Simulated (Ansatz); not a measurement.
# Lattice dynamics of SrPbSe3 (model cell, started as cubic perovskite with Pb in the octahedra), part 2 of 2

Aim: the vibrations of SrPbSe3 (model cell, started as cubic perovskite with Pb in the octahedra), their spectra, and whether the structure is stable.

Ansatz 0.2.0; DFT PBE, scalar-relativistic, plane waves, PAW; PAW set soft_1.

So far. Step 3 (Relaxing to small forces for the phonons): The forces vanish by symmetry and the pressure is -0.002 GPa, within the tolerances set. The cell now holds 32.51 Å³/atom. Step 4 (Zone-centre response): Before it was imposed, the acoustic sum rule was missed by 6.8e-5 eV/Å². Small misses are needed for a sound result but don't prove that mesh and cutoff are converged. The lowest optical mode is imaginary, 81.1i cm⁻¹, so the energy falls along it. The relaxed cell has a = 5.458 Å (conventional setting).

The structure was built from a prototype and need not be the compound's stable phase.

### Step 5. Phonons on a q mesh

Stability and thermal properties need the whole zone. Linear response on a 2×2×2 q mesh gives force constants as far as a supercell of that size would.

input.yaml

```yaml
crystal:
  lattice:
    - [5.4577123742, 0.0, 0.0]
    - [0.0, 5.4577123742, 0.0]
    - [0.0, 0.0, 5.4577123742]
  atoms:
    - { symbol: Sr, position: [0.0, 0.0, 0.0] }
    - { symbol: Pb, position: [0.5, 0.5, 0.5] }
    - { symbol: Se, position: [0.5, 0.5, 0.0] }
    - { symbol: Se, position: [0.5, 0.0, 0.5] }
    - { symbol: Se, position: [0.0, 0.5, 0.5] }
kpoints:
  mp_grid: { grid: [8, 8, 8] }
hamiltonian:
  xc: pbe
  pseudopotentials: { kind: paw, azcp: { folder: soft_1 } }
scf:
  occupations: { method: methfessel_paxton, width: 0.2 }
output:
  eigenvalues: true
phonons:
  method: dfpt
  qmesh: [2, 2, 2]
  temperatures: { t_max: 1000, t_step: 50 }
  qpath:
    path:
      - [[0.0, 0.0, 0.0], [0.0, 0.5, 0.0], [0.5, 0.5, 0.0], [0.0, 0.0, 0.0], [0.5, 0.5, 0.5], [0.0, 0.5, 0.0]]
      - [[0.5, 0.5, 0.5], [0.5, 0.5, 0.0]]
    npoints: 10
```

Launch:

```console
$ ansatz run input.yaml --threads 4 --pin off --max-ram 16384MiB --backend cpu --events-out ev --progress --plain --runs-dir out
```

Numbers of over 12 decimals in the logs are rounded to 6 here.

The log of the run:

```text
[...]
Crystal: 5 atoms, lattice volume = 162.567 Å³
Basis set: ecut = 420 eV, 3191 PW (Γ), exchange–correlation on 80×80×80 points (8 copies of the dense FFT grid, shifted against one another)
Bands: 44, of which v1, the nominal top of the filled ones, is band 36 counted from 1 (35 counted from 0)
Symmetry: 48 space group operations
k-points: 35 of 512
[...]
SCF iter   1: F=—  HF=-31864.221374 eV  |F-HF|=—  |Δ(HF+E_count)|=         —  Δρ=2.98e-2  dr2=3.21e0  ethr=3.10e-3  ⟨swp⟩=8.5  Hψ=7447  notcnv=0
[...]
SCF iter  14: F=-31862.961142 eV  HF=-31862.961142 eV  |F-HF|=0.00e0  |Δ(HF+E_count)|=  2.55e-11  S|Δr|=    0.00e0  Δρ=3.18e-8  dr2=2.47e-12  ethr=1.00e-12  ⟨swp⟩=15.7  Hψ=9455  notcnv=0
SCF 1 converged in 14 iterations: F = -31862.961142 eV  dr2 = 2.47e-12
[...]
SCF iter   9: F=-31862.961142 eV  HF=-31862.961142 eV  |F-HF|=7.28e-12  |Δ(HF+E_count)|=  1.46e-11  S|Δr|=    0.00e0  Δρ=6.21e-8  dr2=2.21e-12  ethr=1.00e-12  ⟨swp⟩=4.1  Hψ=3726  notcnv=0
SCF 2 converged in 9 iterations: F = -31862.961142 eV  dr2 = 2.21e-12
[...]
phonons: the bands overlap, so this run is a metal and interpolates without the dipole-dipole term. If the crystal is really an insulator or semiconductor, its LO-TO splitting is missing
NSCF: frozen V_eff on 35 k-points
WARN: eigensolver did not converge (k=1): 1 band(s) unlocked after 20 sweeps at ethr=1.56e-12 eV (storage-precision floor; scheduled 1.00e-12 eV) (lowest unlocked band 43, counted from 0; max residual 3.39e-4 eV among the unlocked bands, 3.39e-4 eV over every band; other slots of this pass that fall short are told together in one closing line; warning suppressed until the next SCF loop or pass starts)
WARN: eigensolver did not converge in 6 slots of this pass, the one above among them; of largest residual over every band (k=1): 1 band(s) unlocked (lowest unlocked band 43, counted from 0; max residual 3.39e-4 eV among the unlocked bands, 3.39e-4 eV over every band); of lowest unlocked band (k=1): band 43
[...]
DFPT response loops at q = (0, 0, 0) (fractional): preconditioner auto → Kerker (q_TF=auto, 2.382 Å⁻¹) (partly filled bands, converged f_vac=0.041); β = 1.00, the filter's whole step (`scf.mixing.beta` (0.50) is not read by the response loops under this deck's `scf.mixing.preconditioner`; to damp them name `kerker` or `kerker_dos`, under which they read `scf.mixing.beta`, and type it under 1.00, their step now; both keys bind the ground state too); Broyden in place of MSR1
[...]
SCF converged after 14 iterations
[...]
Free energy (F): -31862.961142 eV
[...]
Internal energy: -31862.958139 eV  (E = F + TS)
E sigma→0 (E₀):  -31862.960391 eV
Entropy (-TS):   -0.003004 eV (-0.601 meV/atom)
Fermi energy:    6.321537 eV
[...]
--- Band table (eV; the first three rows and the last of 35) ---
  k-point 0: bands = [... 32 lower, 5.5466, 5.5466, 5.6867, 5.6867, 5.6867, 8.0751, 9.2359, 9.2359, ... 4 higher]
  k-point 1: bands = [... 32 lower, 5.4847, 5.4847, 5.5818, 5.6492, 5.6492, 8.3762, 9.3388, 9.4317, ... 4 higher]
  k-point 2: bands = [... 32 lower, 5.3126, 5.3126, 5.5892, 5.5892, 5.6066, 9.0618, 9.6099, 9.9031, ... 4 higher]
  k-point 34: bands = [... 32 lower, 5.9375, 6.5794, 6.5794, 6.5794, 8.6128, 8.6720, 8.6720, 8.6720, ... 4 higher]
--- Phonons (Γ-DFPT): 4 representative perturbations + reference (Σ response iterations 12) ---
  ASR residual: 6.902e-5 → 0.000e0 eV/Å²; symmetrization residual: 3.022e-5 eV/Å²
  ASR residual per site (eV/Å²): 6.90e-5 1.67e-5 3.71e-5 3.71e-5 3.71e-5
[...]
--- Phonons (arbitrary-q DFPT): 4 irreducible q on the 2×2×2 mesh ---
  q = [0.0000, 0.0000, 0.0000] (star 1, of the zone-centre solve; hermiticity 6.92e-6, symmetrization 1.68e-11): -81.13 -81.13 -81.13 -63.42 -63.42 -63.42 -17.11 -17.11 -17.11 -0.00 0.00 0.00 193.21 193.21 193.21
  q = [0.0000, 0.0000, -0.5000] (star 3, 9 solved perturbations in 975 linear systems a pass and spin channel, the states on 125 of 512 k-point pairs; hermiticity 5.22e-6, symmetrization 1.53e-11): -77.95 -77.95 -73.78 -65.83 -60.14 -60.14 -35.42 -32.29 -32.29 20.60 20.60 111.54 175.34 195.38 195.38
[...]
sum rule: each row above includes the acoustic sum rule's correction from the zone centre's row sums; it moved no ω² by more than (0.46 cm⁻¹)²
  mesh force constants: q→R imaginary residual 3.53e-18; ASR residual 6.902e-5 → 0.000e0 eV/Å²; symmetrization residual 5.329e-15 eV/Å²
  interpolated dispersion: 62 rows × 15 modes
  density of states and harmonic sums: on the 12×12×12 q-mesh, interpolated from the force constants of a 2×2×2 supercell (no non-analytic term)
  largest difference from the sums on the solved wave vectors: F 7.83e-2 eV, S 1.17e-4 and C_V 3.83e-5 eV/K
  zero-point energy: 0.050563 eV/cell   skipped modes (ω ≤ 0): 630, of them read as no rigid motion or as one in doubt: 627 (7.429e0 modes/cell left out, lowest -90.14 cm⁻¹)   left out of the sums: 4.95e-1 of the cell's modes: C_V's classical limit lies that fraction below 3 k_B per atom; for a crystal, a wire or a layer, F and S can be off by more, and a phonons.interpolated_qmesh denser along its periods is the remedy for the sampling
```

Elapsed: 11 min, on 4 threads of Arm Neoverse V1, shared host; peak memory 2.3 GiB.

This step gave:

| Item | Value |
| --- | --- |
| sum-rule residual before enforcement | 6.90e-5 eV/Å² |
| lowest frequency on the path | -90.14 cm⁻¹ |
| highest frequency on the path or at a solved wavevector | 197.8 cm⁻¹ |
| lowest mode on the q mesh (acoustic modes at Γ apart) | -90.14 cm⁻¹ |

Frequencies (cm⁻¹) solved at each irreducible wavevector; negative means imaginary. Frequencies by wavevector, by row:

| q in reciprocal lattice units | star | mode 1 | mode 2 | mode 3 | mode 4 | mode 13 | mode 14 | mode 15 |
| --- | --- | --- | --- | --- | --- | --- | --- | --- |
| 0 0 0 | 1 | -81.1 | -81.1 | -81.1 | -63.4 | 193.2 | 193.2 | 193.2 |
| 0 0 -0.5 | 3 | -78 | -78 | -73.8 | -65.8 | 175.3 | 195.4 | 195.4 |
| 0 -0.5 -0.5 | 3 | -90.1 | -90.1 | -76.6 | -65 | 164.6 | 179.7 | 197.8 |
| -0.5 -0.5 -0.5 | 1 | -80.2 | -80.2 | -80.2 | -79.6 | 163.3 | 163.3 | 197.5 |

Interpolated from a 2×2×2 q mesh. Phonon branches along the path, in cm⁻¹:

| point | branch 1 | branch 2 | branch 3 | branch 4 | branch 12 | branch 13 | branch 14 | branch 15 |
| --- | --- | --- | --- | --- | --- | --- | --- | --- |
| Γ | -81 | -81 | -81 | -63 | 0 | 193 | 193 | 193 |
| halfway | -79 | -79 | -74 | -69 | 74 | 186 | 194 | 194 |
| X | -78 | -78 | -74 | -66 | 112 | 175 | 195 | 195 |
| halfway | -84 | -79 | -78 | -73 | 112 | 172 | 188 | 197 |
| M | -90 | -90 | -77 | -65 | 113 | 165 | 180 | 198 |
| halfway | -84 | -75 | -74 | -71 | 76 | 183 | 189 | 195 |
| Γ | -81 | -81 | -81 | -63 | 0 | 193 | 193 | 193 |
| halfway | -81 | -81 | -76 | -70 | 80 | 183 | 183 | 195 |
| R | -80 | -80 | -80 | -80 | 115 | 163 | 163 | 198 |
| halfway | -82 | -80 | -76 | -76 | 113 | 170 | 183 | 196 |
| X | -78 | -78 | -74 | -66 | 112 | 175 | 195 | 195 |
| jump to R | -80 | -80 | -80 | -80 | 115 | 163 | 163 | 198 |
| halfway | -85 | -85 | -78 | -74 | 114 | 164 | 175 | 197 |
| M | -90 | -90 | -77 | -65 | 113 | 165 | 180 | 198 |

Tetrahedra on a 12×12×12 mesh, mean over bins of 5 cm-1. Interpolated from a 2×2×2 q mesh. The phonon density of states by wavenumber; read off at these points:

| wavenumber (cm⁻¹) | phonon density of states (1/cm⁻¹/cell) |
| --- | --- |
| -92 | 3.0e-5 |
| -82 | 0.216 |
| -78 | 0.321 |
| -72 | 0.196 |
| -62 | 0.137 |
| -52 | 0.0447 |
| -42 | 0.0219 |
| -38 | 0.0537 |
| -32 | 0.0458 |
| -22 | 0.0363 |
| -12 | 0.0278 |
| -2 | 0.0207 |
| 8 | 0.0251 |
| 18 | 0.0494 |
| 28 | 0.0717 |
| 32 | 0.0725 |
| 38 | 0.0588 |
| 48 | 0.0389 |
| 58 | 0.0244 |
| 68 | 0.0219 |
| 78 | 0.0300 |
| 88 | 0.0254 |
| 98 | 0.0378 |
| 108 | 0.0626 |
| 112 | 0.0631 |
| 118 | 5.2e-4 |
| 128 | 0 |
| 138 | 0 |
| 148 | 0 |
| 158 | 0 |
| 168 | 0.0434 |
| 178 | 0.0673 |
| 188 | 0.0748 |
| 198 | 0.155 |

The partial phonon density of states has structure finer than the step of the table below, so its rows give means over 10 cm⁻¹, whole bins alone (the curve runs from -99.7 to 214 cm⁻¹). Peaks (cm⁻¹: height): Pb 36.3: 0.0387, 59.9: 0.0537, 81.6: 0.0673, 101.3: 0.0738, 111.2: 0.0850, 193.9: 0.0242; Se -78.1: 0.251, 195.9: 0.161; Sr -78.1: 0.0628, -38.6: 0.0336, 20.5: 0.0307.

Phonopy on the run's constants, 11x11x11 mesh, Gaussian sigma 2.2 cm-1. Interpolated from a 2×2×2 q mesh. Partial phonon density of states against wavenumber; means over each step; values in 1/cm⁻¹/cell:

| wavenumber (cm⁻¹) | Pb | Se | Sr |
| --- | --- | --- | --- |
| -90 | 5.4e-4 | 0.0282 | 0.00943 |
| -80 | 0.00241 | 0.193 | 0.0544 |
| -70 | 0.00114 | 0.151 | 0.0323 |
| -60 | 9.8e-4 | 0.0754 | 0.0123 |
| -50 | 3.4e-4 | 0.0221 | 0.0120 |
| -40 | 3.6e-4 | 0.0118 | 0.0272 |
| -30 | 6.0e-4 | 0.0153 | 0.0273 |
| -20 | 0.00102 | 0.0145 | 0.0219 |
| -10 | 2.0e-4 | 0.0102 | 0.0156 |
| 0 | 6.4e-4 | 0.00321 | 0.00393 |
| 10 | 0.00375 | 0.0110 | 0.0159 |
| 20 | 0.0116 | 0.0220 | 0.0263 |
| 30 | 0.0259 | 0.0245 | 0.0204 |
| 40 | 0.0232 | 0.0211 | 0.0147 |
| 50 | 0.00551 | 0.00746 | 0.00474 |
| 60 | 0.0382 | 0.00741 | 5.9e-4 |
| 70 | 0.00227 | 3.9e-4 | 2.5e-5 |
| 80 | 0.0391 | 0.00626 | 3.9e-4 |
| 90 | 0.00818 | 0.00114 | 7.2e-5 |
| 100 | 0.0462 | 0.00439 | 3.1e-4 |
| 110 | 0.0498 | 0.00138 | 2.6e-4 |
| 120 | 0.00555 | 1.1e-4 | 2.4e-5 |
| 130 | 0 | 0 | 0 |
| 140 | 0 | 0 | 0 |
| 150 | 0 | 0 | 0 |
| 160 | 1.5e-4 | 0.00592 | 0 |
| 170 | 0.00268 | 0.0480 | 7.5e-6 |
| 180 | 0.00655 | 0.0636 | 2.0e-5 |
| 190 | 0.0148 | 0.0923 | 2.3e-5 |
| 200 | 0.00835 | 0.0578 | 6.3e-6 |

Symmetry leaves 4 wavevectors to solve. The lowest mode among them, the acoustic zeros apart, lies at q = (0, -0.5, -0.5) and is imaginary, 90.1i cm⁻¹, so the energy falls along it.

### Step 6. Outcome

```json
{
 "space group after relaxation (within 0.01 Å)": "Pm-3m",
 "volume per atom": "32.5 Å³",
 "electronic character": "no gap on this mesh",
 "highest optical mode at the zone centre (no LO-TO term)": "193 cm⁻¹",
 "lowest optical zone-centre mode": "-81.1 cm⁻¹",
 "lowest mode on the q mesh (acoustic modes at Γ apart)": "-90.1 cm⁻¹",
 "highest frequency on the path or at a solved wavevector": "198 cm⁻¹",
 "imaginary modes on the 2×2×2 q mesh": "yes"
}
```

In words: Modes are clearly imaginary (beyond 10i cm⁻¹) at 4 of the 4 irreducible wavevectors, most at q = (0, -0.5, -0.5) (90.1i cm⁻¹), so this structure is not a minimum of the energy. The optical modes at Γ span -81 to 193 cm⁻¹ (negative means imaginary). The highest mode in this list at Γ, 193.2 cm⁻¹, is mostly motion of Se (82 % of the kinetic energy). With no gap, or one that is small against the smearing, the frequencies hang on the k mesh and the smearing, most of all near Kohn anomalies. Spin-orbit coupling is left out, which can matter for the heavy elements here. A phonon run warned that its eigensolver left some bands unconverged in a pass. The starting cell was built on a prototype and not taken from a measurement, so the phase need not exist. These are harmonic frequencies at zero temperature: anharmonic shifts, linewidths and thermal expansion are left out.

[Logs are printed without paths, hosts, clocks, repeated set-up lines and the standing remarks that a program may print on its own settings, such as how far it seeks lower states.]

[Hosts, paths, dates, database ids (printed as entryN), source tags and the programs' standing remarks are cut or masked in the printed files.]
